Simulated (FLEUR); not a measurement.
# Magnetic state of Cr2O3 (Eskolaite) from several starts, part 3 of 3

Aim: find out whether Cr2O3 (Eskolaite) carries moments, and which collinear order costs least.

FLEUR MaX-R8.1; PBE with U = 3.5 eV on Cr d; all-electron FLAPW, Dirac cores, scalar-relativistic bands.

So far, largest spin moment in the muffin-tin sphere (μB): step 2 (run 1 (ferro ++++)) 2.90; step 3 (start 2: antiferro +--+) 2.81; step 4 (run 3 (antiferro ++--)) 2.81; step 5 (start 4: antiferro +-+-) 2.78.

### Step 6. Run 5 (ferri +++-)

Reversing part of the moments tests the sign of the couplings between them.

Input file inp.xml:

```
<?xml version="1.0" encoding="UTF-8" standalone="no"?>
<fleurInput fleurInputVersion="0.39">
   <comment>
      Cr2O3
   </comment>
   <calculationSetup>
      <cutoffs Kmax="4.4" Gmax="13.2" GmaxXC="13.2" numbands="0"/>
      <scfLoop itmax="120" minDistance="0.0001" maxIterBroyd="15" imix="Anderson" alpha="0.05" precondParam="0.0" spinf="2.0" sdNocoIR="T"/>
      <coreElectrons ctail="T" frcor="F" kcrel="0" coretail_lmax="0"/>
      <xcFunctional name="pbe" relativisticCorrections="F"/>
      <magnetism jspins="2"/>
      <soc l_soc="F" theta="0.0" phi="0.0" spav="F"/>
      <expertModes spex="0" secvar="F"/>
      <geometryOptimization l_f="F" forcealpha="1.0" forcemix="BFGS" epsdisp="0.00001" epsforce="0.00001"/>
      <ldaU l_linMix="F" mixParam="0.05" spinf="1.0"/>
   </calculationSetup>
   <cell>
      <bzIntegration valenceElectrons="92.0" mode="hist" fermiSmearingEnergy="0.00183747">
         <kPointListSelection listName="default-1"/>
         <xi:include xmlns:xi="http://www.w3.org/2001/XInclude" href="kpts.xml"> </xi:include>
      </bzIntegration>
      <xi:include xmlns:xi="http://www.w3.org/2001/XInclude" href="sym.xml"> </xi:include>
      <bulkLattice scale="1.0">
         <bravaisMatrix>
            <row-1>    4.6836861998399968     2.7041274882730848     8.5619081345298511</row-1>
            <row-2>   -4.6836861998399968     2.7041274882730848     8.5619081345298511</row-2>
            <row-3>    0.0000000000000000    -5.4082549765650665     8.5619081345298511</row-3>
         </bravaisMatrix>
      </bulkLattice>
   </cell>
   <atomSpecies>
      <species name="Chromium (3.000" element="Cr" atomicNumber="24">
         <mtSphere radius="2.31" gridPoints="763" logIncrement="0.016"/>
         <atomicCutoffs lmax="8" lnonsphr="6"/>
         <electronConfig flipSpins="F">
            <coreConfig>(1s1/2) (2s1/2) (2p1/2) (2p3/2)</coreConfig>
            <valenceConfig>(3s1/2) (3p1/2) (3p3/2) (4s1/2) (3d3/2) (3d5/2)</valenceConfig>
            <stateOccupation state="(4s1/2)" spinUp="0.5" spinDown="0.5"/>
            <stateOccupation state="(3d3/2)" spinUp="1.0" spinDown="1.0"/>
            <stateOccupation state="(3d5/2)" spinUp="3.0" spinDown="0.0"/>
         </electronConfig>
         <energyParameters s="4" p="4" d="3" f="4"/>
         <ldaU l="2" U="3.5" J="0.0" l_amf="F"/>
         <lo type="SCLO" l="0" n="3" eDeriv="0"/>
         <lo type="SCLO" l="1" n="3" eDeriv="0"/>
      </species>
      <species name="Chromium (-3.000" element="Cr" atomicNumber="24">
         <mtSphere radius="2.31" gridPoints="763" logIncrement="0.016"/>
         <atomicCutoffs lmax="8" lnonsphr="6"/>
         <electronConfig flipSpins="F">
            <coreConfig>(1s1/2) (2s1/2) (2p1/2) (2p3/2)</coreConfig>
            <valenceConfig>(3s1/2) (3p1/2) (3p3/2) (4s1/2) (3d3/2) (3d5/2)</valenceConfig>
            <stateOccupation state="(4s1/2)" spinUp="0.5" spinDown="0.5"/>
            <stateOccupation state="(3d3/2)" spinUp="1.0" spinDown="1.0"/>
            <stateOccupation state="(3d5/2)" spinUp="0.0" spinDown="3.0"/>
         </electronConfig>
         <energyParameters s="4" p="4" d="3" f="4"/>
         <ldaU l="2" U="3.5" J="0.0" l_amf="F"/>
         <lo type="SCLO" l="0" n="3" eDeriv="0"/>
         <lo type="SCLO" l="1" n="3" eDeriv="0"/>
      </species>
      <species name="Oxygen (O)" element="O" atomicNumber="8">
         <mtSphere radius="1.31" gridPoints="433" logIncrement="0.024"/>
         <atomicCutoffs lmax="6" lnonsphr="4"/>
         <electronConfig flipSpins="F">
            <coreConfig>(1s1/2)</coreConfig>
            <valenceConfig>(2s1/2) (2p1/2) (2p3/2)</valenceConfig>
            <stateOccupation state="(2p1/2)" spinUp="0.666667" spinDown="0.666667"/>
            <stateOccupation state="(2p3/2)" spinUp="1.333333" spinDown="1.333333"/>
         </electronConfig>
         <energyParameters s="2" p="2" d="3" f="4"/>
      </species>
   </atomSpecies>
   <atomGroups>
      <atomGroup species="Chromium (3.000">
         <relPos label="                   1">.3474800000 .3474800000 .3474800000</relPos>
         <force calculate="T" relaxXYZ="TTT"/>
      </atomGroup>
      <atomGroup species="Chromium (3.000">
         <relPos label="                   2">.1525200000 .1525200000 .1525200000</relPos>
         <force calculate="T" relaxXYZ="TTT"/>
      </atomGroup>
      <atomGroup species="Chromium (3.000">
         <relPos label="                   3">-.3474800000 -.3474800000 -.3474800000</relPos>
         <force calculate="T" relaxXYZ="TTT"/>
      </atomGroup>
      <atomGroup species="Chromium (-3.000">
         <relPos label="                   4">-.1525200000 -.1525200000 -.1525200000</relPos>
         <force calculate="T" relaxXYZ="TTT"/>
      </atomGroup>
      <atomGroup species="Oxygen (O)">
         <relPos label="                   5">-.4442000000 -.0558000000 1.000/4.000</relPos>
         <relPos label="                   6">1.000/4.000 -.4442000000 -.0558000000</relPos>
         <relPos label="                   7">-.0558000000 1.000/4.000 -.4442000000</relPos>
         <force calculate="T" relaxXYZ="TTT"/>
      </atomGroup>
      <atomGroup species="Oxygen (O)">
         <relPos label="                   8">.4442000000 .0558000000 -1.000/4.000</relPos>
         <relPos label="                   9">-1.000/4.000 .4442000000 .0558000000</relPos>
         <relPos label="                  10">.0558000000 -1.000/4.000 .4442000000</relPos>
         <force calculate="T" relaxXYZ="TTT"/>
      </atomGroup>
   </atomGroups>
   <output dos="F" band="F" slice="F">
      <bandDOS minEnergy="-.5*Htr" maxEnergy="0.5*Htr" sigma="0.015" storeEVData="T"/>
      <plotting iplot="0" polar="F">
         <plot TwoD="T" vec1="  1.0  0.0  0.0" vec2="  0.0  1.0  0.0" vec3="  0.0  0.0  1.0" zero="  0.0  0.0  0.0" file="plot"/>
      </plotting>
      <moessbauerParams electricFieldGradient="F" isomerShift="F" coreHyperfine="F" valenceHyperfine="F"/>
   </output>
</fleurInput>
```

Input file crystal.txt:

```
Cr2O3
&input film=F cartesian=F /
2.47850000001  1.43096264219  4.53076666670
-2.47850000001  1.43096264219  4.53076666670
0.00000000000  -2.86192528439  4.53076666670
1.8897261246
1.0 1.0 1.0

10
24 0.34748000000  0.34748000000  0.34748000000 : 3.000
24 0.15252000000  0.15252000000  0.15252000000 : 3.000
24 0.65252000000  0.65252000000  0.65252000000 : 3.000
24 0.84748000000  0.84748000000  0.84748000000 : -3.000
8 0.55580000000  0.94420000000  0.25000000000
8 0.25000000000  0.55580000000  0.94420000000
8 0.94420000000  0.25000000000  0.55580000000
8 0.44420000000  0.05580000000  0.75000000000
8 0.75000000000  0.44420000000  0.05580000000
8 0.05580000000  0.75000000000  0.44420000000

&kpt div1=6 div2=6 div3=6 gamma=T /
```

Started as:

```bash
OMP_NUM_THREADS=1 inpgen -f crystal.txt > inpgen.log  # inp.xml is then edited as shown
OMP_NUM_THREADS=1 mpirun -n 4 fleur_MPI > fleur.log
```

Log:

```text
[banner, memory and clock lines left out]
Welcome to FLEUR        (www.flapw.de)
      MaX-Release 8.1          (www.max-centre.eu)

 ========== k-point set info ==========
 Selected k-point list: default-1
 k-point list type: mesh
 6 x 6 x 6
 Number of k points: 40

 [... set-up left out ...]
 no density matrix found ... skipping LDA+U
 Reset of history
 Iteration:     1   Distance:      46.01505167 me/bohr^3
 Iteration:     2   Distance:      40.82428101 me/bohr^3
 Iteration:     3   Distance:      35.23204466 me/bohr^3
 Iteration:     4   Distance:      18.14400013 me/bohr^3
[...]
[... left out ...]
            <freeEnergy value="-4654.9740984285"/>
            <extrapolationTo0K value="-4654.9740984285"/>
         </totalEnergy>
         [... left out ...]
         <ldaUDensityMatrixConvergence>
            <distance spin="1" distance="0.000004"/>
            <distance spin="2" distance="0.000003"/>
         </ldaUDensityMatrixConvergence>
         <densityConvergence units="me/bohr^3">
            <chargeDensity spin="1" distance="0.0000206362"/>
            <chargeDensity spin="2" distance="0.0000177739"/>
            <overallChargeDensity distance="0.0000316506"/>
            <spinDensity distance="0.0000219493"/>
         </densityConvergence>
      </iteration>
```

The job ended after 7.9 min (4 MPI ranks of Intel Xeon Platinum 8375C at 2.90GHz (Ice Lake), shared host; peak memory 0.77 GiB; 32 min of CPU time).

This step gave:

| Property | Result |
| --- | --- |
| free energy | -126668.2982 eV |
| program's band gap on this mesh (in a metal only a level spacing) | 3.011 eV |
| magnetization | 6 μB |
| final state | ferrimagnetic |
| largest moment | 2.868 μB |

It lies 17.4 meV a seeded atom under the first start, and its largest moment is 2.87 μB against 2.90 μB.

### Step 7. Run 6 (no spin polarisation)

A spinless run shows what the cell costs with no moments; under a U that can hold a penalty on part-filled orbitals beside the lost exchange.

Changes to inp.xml since step 6:

```diff
@@ -10,3 +10,3 @@
       <xcFunctional name="pbe" relativisticCorrections="F"/>
-      <magnetism jspins="2"/>
+      <magnetism jspins="1"/>
       <soc l_soc="F" theta="0.0" phi="0.0" spav="F"/>
@@ -31,3 +31,3 @@
    <atomSpecies>
-      <species name="Chromium (3.000" element="Cr" atomicNumber="24">
+      <species name="Chromium (Cr)" element="Cr" atomicNumber="24">
          <mtSphere radius="2.31" gridPoints="763" logIncrement="0.016"/>
@@ -37,20 +37,5 @@
             <valenceConfig>(3s1/2) (3p1/2) (3p3/2) (4s1/2) (3d3/2) (3d5/2)</valenceConfig>
-            <stateOccupation state="(4s1/2)" spinUp="0.5" spinDown="0.5"/>
-            <stateOccupation state="(3d3/2)" spinUp="1.0" spinDown="1.0"/>
-            <stateOccupation state="(3d5/2)" spinUp="3.0" spinDown="0.0"/>
-         </electronConfig>
-         <energyParameters s="4" p="4" d="3" f="4"/>
-         <ldaU l="2" U="3.5" J="0.0" l_amf="F"/>
-         <lo type="SCLO" l="0" n="3" eDeriv="0"/>
-         <lo type="SCLO" l="1" n="3" eDeriv="0"/>
-      </species>
-      <species name="Chromium (-3.000" element="Cr" atomicNumber="24">
-         <mtSphere radius="2.31" gridPoints="763" logIncrement="0.016"/>
-         <atomicCutoffs lmax="8" lnonsphr="6"/>
-         <electronConfig flipSpins="F">
-            <coreConfig>(1s1/2) (2s1/2) (2p1/2) (2p3/2)</coreConfig>
-            <valenceConfig>(3s1/2) (3p1/2) (3p3/2) (4s1/2) (3d3/2) (3d5/2)</valenceConfig>
-            <stateOccupation state="(4s1/2)" spinUp="0.5" spinDown="0.5"/>
-            <stateOccupation state="(3d3/2)" spinUp="1.0" spinDown="1.0"/>
-            <stateOccupation state="(3d5/2)" spinUp="0.0" spinDown="3.0"/>
+            <stateOccupation state="(4s1/2)" spinUp="0.500000" spinDown="0.500000"/>
+            <stateOccupation state="(3d3/2)" spinUp="1.000000" spinDown="1.000000"/>
+            <stateOccupation state="(3d5/2)" spinUp="1.500000" spinDown="1.500000"/>
          </electronConfig>
@@ -74,15 +59,6 @@
    <atomGroups>
-      <atomGroup species="Chromium (3.000">
+      <atomGroup species="Chromium (Cr)">
          <relPos label="                   1">.3474800000 .3474800000 .3474800000</relPos>
-         <force calculate="T" relaxXYZ="TTT"/>
-      </atomGroup>
-      <atomGroup species="Chromium (3.000">
          <relPos label="                   2">.1525200000 .1525200000 .1525200000</relPos>
-         <force calculate="T" relaxXYZ="TTT"/>
-      </atomGroup>
-      <atomGroup species="Chromium (3.000">
          <relPos label="                   3">-.3474800000 -.3474800000 -.3474800000</relPos>
-         <force calculate="T" relaxXYZ="TTT"/>
-      </atomGroup>
-      <atomGroup species="Chromium (-3.000">
          <relPos label="                   4">-.1525200000 -.1525200000 -.1525200000</relPos>
@@ -94,5 +70,2 @@
          <relPos label="                   7">-.0558000000 1.000/4.000 -.4442000000</relPos>
-         <force calculate="T" relaxXYZ="TTT"/>
-      </atomGroup>
-      <atomGroup species="Oxygen (O)">
          <relPos label="                   8">.4442000000 .0558000000 -1.000/4.000</relPos>
```

Changes to crystal.txt since step 6:

```diff
@@ -9,6 +9,6 @@
 10
-24 0.34748000000  0.34748000000  0.34748000000 : 3.000
-24 0.15252000000  0.15252000000  0.15252000000 : 3.000
-24 0.65252000000  0.65252000000  0.65252000000 : 3.000
-24 0.84748000000  0.84748000000  0.84748000000 : -3.000
+24 0.34748000000  0.34748000000  0.34748000000
+24 0.15252000000  0.15252000000  0.15252000000
+24 0.65252000000  0.65252000000  0.65252000000
+24 0.84748000000  0.84748000000  0.84748000000
 8 0.55580000000  0.94420000000  0.25000000000
```

Log:

```text
[banner, memory and clock lines left out]
Welcome to FLEUR        (www.flapw.de)
      MaX-Release 8.1          (www.max-centre.eu)

 ========== k-point set info ==========
 Selected k-point list: default-1
 k-point list type: mesh
 6 x 6 x 6
 Number of k points: 32

 [... set-up left out ...]
 no density matrix found ... skipping LDA+U
 Reset of history
 Iteration:     1   Distance:      46.16127387 me/bohr^3
 Iteration:     2   Distance:      41.45621497 me/bohr^3
 Iteration:     3   Distance:      35.26929260 me/bohr^3
 Iteration:     4   Distance:      19.10324189 me/bohr^3
[...]
<sumOfEigenvalues value="    -2668.6506345199">
               <coreElectrons value="-2624.0233930759"/>
               <valenceElectrons value="-44.6272414440"/>
            </sumOfEigenvalues>
         [... left out ...]
            <freeEnergy value="-4654.5770960607"/>
            <extrapolationTo0K value="-4654.5759095534"/>
         </totalEnergy>
         [... left out ...]
         <ldaUDensityMatrixConvergence>
            <distance spin="1" distance="0.000002"/>
         </ldaUDensityMatrixConvergence>
         <densityConvergence units="me/bohr^3">
            <chargeDensity spin="1" distance="0.0000407829"/>
         </densityConvergence>
      </iteration>
```

It took 87 s on 4 MPI ranks; peak memory 0.4 GiB.

Numbers from this step:

```
free energy                                                       : -126657.4952 eV
program's band gap on this mesh (in a metal only a level spacing) : 0.01075 eV
final state                                                       : non-magnetic (no spin polarisation)
```

It lies 2683 meV a seeded atom over the first start.

### Step 8. Ranking

Free energies are divided by the number of seeded atoms.

Orders:

| start | final state | typed order kept | energy over the lowest (meV a seeded atom) | largest sphere moment (μB) | net moment (μB a primitive cell) | mesh matched | CPU time (s) |
| --- | --- | --- | --- | --- | --- | --- | --- |
| ferro ++++ | ferromagnetic | yes | 52.98 | 2.903 | 12 | yes | 523 |
| antiferro +--+ | antiferromagnetic | yes | 0 | 2.81 | 0 | yes | 1133 |
| antiferro ++-- | antiferromagnetic | yes | 31.77 | 2.807 | 0 | yes | 1120 |
| antiferro +-+- | antiferromagnetic | yes | 60.88 | 2.781 | 0 | yes | 755.7 |
| ferri +++- | ferrimagnetic | yes | 35.62 | 2.868 | 6 | yes | 1896 |
| no spin polarisation | non-magnetic | - | 2736 | 0 | 0 | yes | 346.7 |

### Step 9. What came out

```yaml
lowest_state_found: antiferromagnetic (typed antiferro +--+)
largest_site_spin_moment: 2.81 μB
next_finished_state: antiferromagnetic, 31.8 meV a seeded atom higher
spinless_run_over_the_lowest_under_a_u_no_clean_measure_of_the_moments: 2736 meV a seeded atom
```

What this shows: The lowest state found is antiferromagnetic, reached from the start antiferro +--+, with moments up to 2.81 μB. The next finished state costs 32 meV a seeded atom. Under a U a spinless run can be left with part-filled orbitals, which the U penalises, or fall into a low-spin state, so its energy is no clean measure of what the moments gain. This is the lowest of 6 finished starts, no proof of the ground state. With 4 seeded atoms in the first cell, sign patterns within that cell may remain untried.

[Logs and program files are shortened in this print: banners, set-up blocks, solver, clock and traceback lines can be left out without a mark of their own.]

[Logs are printed without paths, hosts, clocks, repeated set-up lines and the standing remarks that a program may print on its own settings, such as how far it seeks lower states.]

[Hosts, paths, dates, database ids (printed as entryN), source tags and the programs' standing remarks are cut or masked in the printed files.]

[Where a cell is said to come from a database of computed structures, the database is the Materials Project.]
